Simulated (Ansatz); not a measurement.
# Dielectric response of NaCl (110) films, part 3 of 3

Aim: the electronic and static ε of rocksalt NaCl (110) from films of three thicknesses in a field.

Ansatz 0.2.0; plane-wave DFT, PBE, Ansatz PAW (the session's first sound run).

So far, local ε in the middle: step 6 (response with the atoms held, 10 atoms, units 5) 2.49; step 9 (ions relaxed) 5.36; step 23 (24 atoms, units 12, ions relaxed) 6.16.

## (27) Band edges against the vacuum, levels PBE

This step: plane-wave DFT, PBE, Ansatz PAW; band edges against the vacuum, bulk levels by PBE (Ansatz 0.2.0).

System of this step: NaCl (110), 12 units. The cell holds 24 atoms: 12 Na and 12 Cl. Its edges and angles: a = 3.988 Å, b = 5.640 Å, c = 39.934 Å, α = 90.0°, β = 90.0°, γ = 90.0°. It derives from NaCl (rocksalt NaCl). Vacuum lies along c.

The averaged potential in the middle of the thickest slab ties the bulk's levels to the vacuum level.

Input file align.yaml:

```yaml
surface:
  bulk: { run: bulk.run }
  slab: { run: end12.run, axis: 3 }
  face: plus
  period: 1.99404
```

Command:

```bash
> ansatz align-bands align.yaml -- --threads 8 --pin off
```

Elapsed: 0.06 s, on 8 threads of Arm Neoverse V2, shared host.

Numbers from this step:

| Property | Result |
| --- | --- |
| ionisation energy | 6.686 eV |
| electron affinity | 1.578 eV |
| slab level shift | 0.4255 eV |

Check by hand: ionisation energy less affinity, 6.69 − (1.58) = 5.11 eV, is the bulk gap at this level.

The program warns that the averaged potential varies by 0.14 eV in the slab's middle, which these edges carry as an error.

## (28) The bulk with HSE06, k-mesh 6×6×6

This step: plane-wave DFT, HSE06, Ansatz PAW (Ansatz 0.2.0).

System of this step: rocksalt NaCl. The structure is cubic, space group Fm-3m (No. 225). The conventional cell has a = 5.640 Å, b = 5.640 Å, c = 5.640 Å, α = 90.00°, β = 90.00°, γ = 90.00°. Nearest to Na lie 6 Cl at 2.82 Å. Cl has 6 Na at 2.82 Å nearest. Farther neighbours, and contacts between anions beyond the nearest, are not listed.

A hybrid functional removes part of the gap error, and is affordable in the small bulk cell.

Input file input.yaml:

```yaml
crystal:
  lattice:
    - [0.0, 2.82, 2.82]
    - [2.82, 0.0, 2.82]
    - [2.82, 2.82, 0.0]
  atoms:
    - { symbol: Na, position: [0.0, 0.0, 0.0] }
    - { symbol: Cl, position: [0.5, 0.5, 0.5] }
kpoints:
  mp_grid: { grid: [6, 6, 6] }
hamiltonian:
  xc: hse06
scf:
  occupations: { method: fixed }
  convergence: { dr2_threshold: 1.0e-08 }
output:
  eigenvalues: true
checkpoint:
  write: bulk-hse.run
  compress: false
  write_wavefunctions: false
```

Command:

```bash
> ansatz run input.yaml --threads 8 --pin off --max-ram 12288MiB --backend cpu --events-out ev --progress --plain --runs-dir out
```

The job ended after 2 s (8 threads; peak memory 1 GiB).

This step gave:

```
gap on the k-mesh : 6.481 eV
```

The gap is 6.48 eV.

## (29) Band edges against the vacuum, levels HSE06

This step: plane-wave DFT, PBE, Ansatz PAW; band edges against the vacuum, bulk levels by HSE06 (Ansatz 0.2.0).

System of this step: NaCl (110), 12 units. The cell holds 24 atoms: 12 Na and 12 Cl. Cell: a = 3.988 Å, b = 5.640 Å, c = 39.934 Å, α = 90.0°, β = 90.0°, γ = 90.0°. It derives from NaCl (rocksalt NaCl). Vacuum lies along c.

The same line-up with the hybrid's levels.

Input file align.yaml:

```yaml
surface:
  bulk: { run: bulk.run, levels_from: { run: bulk-hse.run } }
  slab: { run: end12.run, axis: 3 }
  face: plus
  period: 1.99404
```

Command:

```bash
> ansatz align-bands align.yaml -- --threads 8 --pin off
```

Wall time 0.07 s (8 threads).

This step gave:

```yaml
ionisation_energy: 7.678 eV
electron_affinity: 1.197 eV
```

Check by hand: ionisation energy less affinity, 7.68 − (1.20) = 6.48 eV, is the bulk gap at this level.

The program warns that the averaged potential varies by 0.14 eV in the slab's middle, which these edges carry as an error.

## (30) The same run with other settings

This step: plane-wave DFT, PBE, Ansatz PAW (Ansatz 0.2.0).

System of this step: NaCl (110), 5 units. The cell holds 10 atoms: 5 Na and 5 Cl. Its edges and angles: a = 3.988 Å, b = 5.640 Å, c = 25.976 Å, α = 90.0°, β = 90.0°, γ = 90.0°. It derives from NaCl (rocksalt NaCl). Vacuum lies along c.

A run with a changed input: it repeats the earlier run at 0.05 V/Å, 5 units with efield.dipole_correction from true to false.

Input file input.yaml:

```yaml
crystal:
  lattice:
    - [3.98808225, 0.0, 0.0]
    - [0.0, 5.64, 0.0]
    - [0.0, 0.0, 25.9761644918]
  atoms:
    - { symbol: Na, position: [0.5, 0.5, 0.3510866118] }
    - { symbol: Cl, position: [0.5, 0.0, 0.343874938] }
    - { symbol: Na, position: [0.0, 0.0, 0.4186986311] }
    - { symbol: Cl, position: [0.0, 0.5, 0.422067098] }
    - { symbol: Na, position: [0.5, 0.5, 0.4999999999] }
    - { symbol: Cl, position: [0.5, 0.0, 0.4999999998] }
    - { symbol: Na, position: [0.0, 0.0, 0.5813013688] }
    - { symbol: Cl, position: [0.0, 0.5, 0.5779329017] }
    - { symbol: Na, position: [0.5, 0.5, 0.6489133882] }
    - { symbol: Cl, position: [0.5, 0.0, 0.6561250627] }
kpoints:
  mp_grid: { grid: [8, 6, 1] }
hamiltonian:
  xc: pbe
scf:
  occupations: { method: fixed }
  convergence: { dr2_threshold: 1.0e-10 }
efield:
  axis: 3
  dipole_correction: false
  ramp_position: 0.97
  ramp_width: 0.06
  amplitude: 0.05
output:
  write_potential: true
  write_density: true
  volumetric_format: npy
```

Command:

```bash
> ansatz run input.yaml --threads 8 --pin off --max-ram 12288MiB --backend cpu --events-out ev --progress --plain --runs-dir out
```

The job ended after 7.8 s (8 threads; peak memory 1.6 GiB; 61 s of CPU time).

```csv
quantity,this run,earlier run,difference
dipole along the normal (e·Å),0.05379,0.04035,0.013
gap on the k-mesh (eV),4.095,4.141,-0.046
```

With the dipole correction off, the periodic images add a field of their own to the typed one.

What moves beyond 0.01 in its unit (for the dipole 0.5 % and 5e-5 e·Å): dipole along the normal (+0.0134 e·Å) and gap on the k-mesh (-0.0458 eV).

These numbers are not those of the isolated slab.

## (31) A changed input

Another changed input: it repeats the earlier run at 0.05 V/Å, 5 units with efield.dipole_correction from true to false.

input.yaml is that of step 30.

Elapsed: 7.8 s, on 8 threads; peak memory 1.6 GiB; 61 s of CPU time.

```csv
quantity,this run,earlier run,difference
dipole along the normal (e·Å),0.05379,0.04035,0.013
gap on the k-mesh (eV),4.095,4.141,-0.046
```

With the dipole correction off, the periodic images add a field of their own to the typed one.

What moves beyond 0.01 in its unit (for the dipole 0.5 % and 5e-5 e·Å): dipole along the normal (+0.0134 e·Å) and gap on the k-mesh (-0.0458 eV).

These numbers are not those of the isolated slab.

## (32) Summary of results

* electronic ε from the thickness series: 2.49
* static ε from the thickness series: 6.12
* local electronic ε, middle of 12 units: 2.50
* ionisation energy, levels by PBE: 6.69 eV
* electron affinity, levels by PBE: 1.58 eV
* ionisation energy, levels by HSE06: 7.68 eV
* electron affinity, levels by HSE06: 1.20 eV

In words: The films give an electronic ε of 2.49 and a static ε of 6.12. The slope of the series and the field inside the thickest film give 2.49 and 2.50, in agreement. Ions raise ε from 2.49 to 6.12. The static value rests on two thicknesses alone. HSE06 levels deepen the valence edge by 0.99 eV on the same PBE surface dipole. The alignment warns that the averaged potential still varies by 0.14 eV in the slab's middle, which the band edges carry as an error. The in-plane lattice constants are held at typed bulk values. Semilocal functionals tend to overestimate the electronic ε a little.

[Long decimals in the printed logs are rounded to 6 places.]

[Logs are printed without paths, hosts, clocks, repeated set-up lines and the standing remarks that a program may print on its own settings, such as how far it seeks lower states.]

[Hosts, paths, dates, database ids (printed as entryN), source tags and the programs' standing remarks are cut or masked in the printed files.]

[Maps of the electrostatic potential energy from Ansatz leave out the sawtooth potential of an applied field or a dipole correction, so their vacuum need not be flat; planar profiles and work functions include it.]
